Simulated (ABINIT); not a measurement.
# CsMgF3 (Pm-3m): G0W0 with ABINIT, start to end, part 3 of 3

Aim: the G0W0 gap of CsMgF3 (Pm-3m) on PBEsol with spin-orbit coupling, step by step.

ABINIT 10.8.3; PBEsol and many-body steps on it, plane waves. Known limits of the many-body steps: not at the basis limit; screening head approximate; coarse k mesh.

So far. Step 4 (Empty states on the mesh, 2×2×2 mesh, 124 bands): On this mesh the gap is 6.421 eV. Step 5 (Screening, 2×2×2 mesh, 114 bands, screening to 98 eV): Local fields lower ε∞ by 7 %. On a Γ-centred mesh this coarse the value itself is usually too large, while a short band sum pulls it down.

## 6. Self-energy, 2×2×2 mesh, 114 bands, screening to 98 eV

The self-energy is evaluated for the states that the input lists, and the levels follow from it, in one-shot runs by the linearised quasiparticle equation.

This step: G0W0 on PBEsol with spin-orbit coupling, plane waves, norm-conserving pseudopotentials.

run.abi reads:

```
acell 3*1.0 Angstrom
rprim 
  4.252307000000 0.000000000000 0.000000000000
  0.000000000000 4.252307000000 0.000000000000
  0.000000000000 0.000000000000 4.252307000000
ntypat 3
znucl 55 12 9
natom 5
typat 1 2 3 3 3
xred 
  0.000000000000 0.000000000000 0.000000000000
  0.500000000000 0.500000000000 0.500000000000
  0.000000000000 0.500000000000 0.500000000000
  0.500000000000 0.000000000000 0.500000000000
  0.500000000000 0.500000000000 0.000000000000
pp_dirpath "pseudos"
pseudos "Cs.upf, Mg.upf, F.upf"
ecut 38
nspinor 2
ngkpt 2 2 2
nshiftk 1
shiftk 0 0 0
kptopt 1
chksymbreak 0
istwfk *1
occopt 1
irdwfk 1
optdriver 4
nband 114
gwcalctyp 0
ecutsigx 38
symsigma 0
nkptgw 1
kptgw 
  0.0000000000 0.0000000000 0.0000000000
bdgw 
  37 46
ecuteps 3.6
irdscr 1
ppmodel 1
indata_prefix "in"
outdata_prefix "out"
tmpdata_prefix "tmp"
```

On the command line:

```sh
$ OMP_NUM_THREADS=1 mpirun -n 4 abinit run.abi > log
```

Numbers of over 12 decimals in the logs are rounded to 6 here.

What it wrote:

```text
.Version 10.8.3 of ABINIT. v10.8.2 released Aug 2026.

 Symmetries : space group Pm -3 m (#221); Bravais cP (primitive cubic)
[... echo of the input left out ...]
== DATASET  1 ==================================================================
-   mpi_nproc: 4, omp_nthreads: 1 (-1 if OMP is not activated)

--- !DatasetInfo
iteration_state: {dtset: 1, }
dimensions: {natom: 5, nkpt: 4, mband: 114, nsppol: 1, nspinor: 2, nspden: 1, mpw: 5846, }
cutoff_energies: {ecut:  38.0, pawecutdg:  -1.0, }
electrons: {nelect:   4.00000000E+01, charge:   0.00000000E+00, occopt:   1.00000000E+00, tsmear:   1.00000000E-02, }

 SIGMA: Calculation of the GW corrections

 Based on a program developped by R.W. Godby, V. Olevano, G. Onida, and L. Reining.
 Incorporated in ABINIT by V. Olevano, G.-M. Rignanese, and M. Torrent.
.Using double precision arithmetic ; gwpc =  8

[... cell and pseudopotentials left out ...]
--------------------------------------------------------------------------------

 ==== K-mesh for the wavefunctions ====
 Number of points in the irreducible wedge :     4
[... list of points left out ...]
 Together with 48 symmetry operations and time-reversal symmetry
 yields     8 points in the full Brillouin Zone.

 ==== Q-mesh for screening function ====
 Number of points in the irreducible wedge :     4
[... list of points left out ...]
 Together with 48 symmetry operations and time-reversal symmetry
 yields     8 points in the full Brillouin Zone.

 vcoul_init : cutoff-mode = AUXILIARY_FUNCTION
 q-points for optical limit:   1
     1)      0.000010    0.000020    0.000030
 setmesh: FFT mesh size selected  =    45x   45x   45
          total number of points  =        91125

 Number of electrons calculated from density =   40.0000; Expected =   40.0000
 average of density, n =  0.077088
 r_s =    1.4576
 omega_plasma =   26.7825 [eV]

 === KS Band Gaps ===
  >>>> For spin  1
   Minimum direct gap =   6.4206 [eV], located at k-point      :   0.0000  0.0000  0.0000
   Fundamental gap    =   6.4206 [eV], Top of valence bands at :   0.0000  0.0000  0.0000
                                       Bottom of conduction at :   0.0000  0.0000  0.0000
 SIGMA fundamental parameters:
 PLASMON POLE MODEL  1
 number of plane-waves for SigmaX                 5743
 number of plane-waves for SigmaC and W            171
 number of plane-waves for wavefunctions          5743
 number of bands                                   114
 number of independent spin polarizations            1
 number of spinorial components                      2
 number of k-points in IBZ                           4
 number of q-points in IBZ                           4
 number of symmetry operations                      48
 number of k-points in BZ                            8
 number of q-points in BZ                            8
 number of frequencies for dSigma/dE                 9
 frequency step for dSigma/dE [eV]                0.25
 number of omega for Sigma on real axis              0
 max omega for Sigma on real axis  [eV]           0.00
 zcut for avoiding poles [eV]                     0.10

 EPSILON^-1 parameters (SCR file):
 dimension of the eps^-1 matrix on file            171
 dimension of the eps^-1 matrix used               171
 number of plane-waves for wavefunctions          5743
 number of bands                                   114
 number of q-points in IBZ                           4
 number of frequencies                               2
 number of real frequencies                          1
 number of imag frequencies                          1

 matrix elements of self-energy operator (all in [eV])

 Perturbative Calculation

--- !SelfEnergy_ee
iteration_state: {dtset: 1, }
kpoint     : [   0.000,    0.000,    0.000, ]
spin       : 1
KS_gap     :    6.421
QP_gap     :    9.809
Delta_QP_KS:    3.388
data: !SigmaeeData |
     Band     E0 <VxcDFT>   SigX SigC(E0)      Z dSigC/dE  Sig(E)    E-E0       E
       37   1.009 -21.105 -27.826   4.839   0.809  -0.236 -22.628  -1.523  -0.514
       38   1.009 -21.105 -27.835   4.842   0.809  -0.236 -22.633  -1.528  -0.519
       39   1.009 -21.105 -27.829   4.840   0.809  -0.236 -22.629  -1.524  -0.515
       40   1.009 -21.105 -27.835   4.842   0.809  -0.236 -22.632  -1.527  -0.519
       41   7.429 -10.877  -5.970  -2.786   0.878  -0.139  -9.016   1.861   9.290
       42   7.429 -10.877  -5.970  -2.786   0.878  -0.139  -9.016   1.861   9.290
       43   9.397  -8.836  -4.150  -2.736   0.877  -0.140  -7.126   1.710  11.107
       44   9.397  -8.836  -4.150  -2.736   0.877  -0.140  -7.126   1.710  11.107
       45   9.397  -8.836  -4.150  -2.736   0.877  -0.140  -7.126   1.710  11.107
       46   9.397  -8.836  -4.150  -2.736   0.877  -0.140  -7.126   1.710  11.107

== END DATASET(S) ==============================================================
================================================================================

 -outvars: echo values of variables after computation  --------
           etotal      0.0000000000E+00
            nband         114
             nkpt           4
          spgroup         221
 [... the other variables as echoed above ...]

 Calculation completed.
```

Run time: 13 s. Hardware: 4 MPI ranks of Arm Neoverse V2, shared host; peak memory 1.1 GiB; 50 s of CPU time.

This step gave:

```yaml
g0w0_gap_on_the_points_computed: 9.804 eV
starting_gap_on_the_mesh: 6.421 eV
k_of_the_valence_top: 0, 0, 0
k_of_the_conduction_bottom: 0, 0, 0
z_at_the_valence_top: 0.809
z_at_the_conduction_bottom: 0.878
least_direct_g0w0_gap_on_the_computed_points: 9.804 eV
```

The gap on the mesh goes from 6.42 eV to 9.80 eV, a correction of +3.38 eV.

Limits: finite bands, cutoff and mesh; screening head approximate; coarse k mesh. v1 is the top filled band, c1 the lowest empty one. The levels before and after the correction (eV, zero at the valence-band top of each column):

|  | conduction bottom | valence top |
| --- | --- | --- |
| Kohn-Sham | 6.42 | 0.00 |
| G0W0 | 9.80 | 0.00 |

|  | level | energy (eV) |
| --- | --- | --- |
| Kohn-Sham | Γ v4 | 0.000 |
| Kohn-Sham | Γ v3 | 0.000 |
| Kohn-Sham | Γ v2 | 0.000 |
| Kohn-Sham | Γ v1 | 0.000 |
| Kohn-Sham | Γ c1-c2 | 6.421 |
| Kohn-Sham | Γ c3-c6 | 8.388 |
| G0W0 | Γ v4 | 0.000 |
| G0W0 | Γ v3 | -0.005 |
| G0W0 | Γ v2 | -0.001 |
| G0W0 | Γ v1 | -0.005 |
| G0W0 | Γ c1-c2 | 9.804 |
| G0W0 | Γ c3-c6 | 11.621 |

## 7. Where the time went

Times are wall times on 4 MPI ranks of Arm Neoverse V2, shared host, good to a factor of about two.

```
                          step     time  share  memory (GiB)
                  ground state  1.8 min   29 %          0.47
bands along the symmetry lines  2.5 min   42 %          0.58
      empty states on the mesh     75 s   21 %          0.46
                     screening     16 s    4 %           1.3
                   self-energy     13 s    3 %           1.1
```

## 8. Summary of results

- PBEsol gap: 6.42 eV, direct
- G0W0 gap on the mesh: 9.80 eV
- GW settings: 2×2×2 mesh, 114 bands, screening to 98 eV, Godby-Needs plasmon pole
- known limits: not at the basis limit; screening head approximate; coarse k mesh

In words: G0W0 moves the gap on the mesh from 6.42 eV to 9.80 eV (+3.38 eV), with Z of 0.81 and 0.88 at the edges. Local fields lower the RPA ε∞ on this mesh from 2.94 to 2.74; a Γ-centred mesh this coarse tends to raise both, most where the direct gap is narrow, while a short band sum lowers them. Only 1 of the mesh's irreducible points was corrected, so a valley elsewhere could overtake. Bands and cutoff are finite, so the gap is not at the basis limit. The miss can reach some tenths of an eV and take either sign; the mesh is an error of its own. In the G0W0 run levels were corrected at 1 k point alone, so a gap called «on the mesh» is the least over those, and an edge elsewhere would be missed. The 2×2×2 mesh is coarse for this cell, which bears on the long-range parts of exchange and screening. This is the ideal cubic cell; many perovskites, halides above all, are cubic only on average, and local tilts or off-centring can widen the gap. The long-wavelength limit of the screening leaves out the non-local commutator, which shifts ε∞.

[Paths, hosts, dates, memory and timing lines, banners, echoed tables and standing remarks are left out of the program output.]

[Logs are printed without paths, hosts, clocks, repeated set-up lines and the standing remarks that a program may print on its own settings, such as how far it seeks lower states.]

[Runs of the session that timed out or met a known fault of the program may be left out.]

[Hosts, paths, dates, database ids (printed as entryN), source tags and the programs' standing remarks are cut or masked in the printed files.]

[G0W0 gaps are taken among the corrected bands and points alone; a level outside them can change the order at an edge.]

[Where Ansatz stands beside ABINIT at settings called matched, ABINIT's density can come from a denser mesh and the files from another edition; pairs whose starting gaps differed by over 0.03 eV were left out, so agreement reads better than it is.]
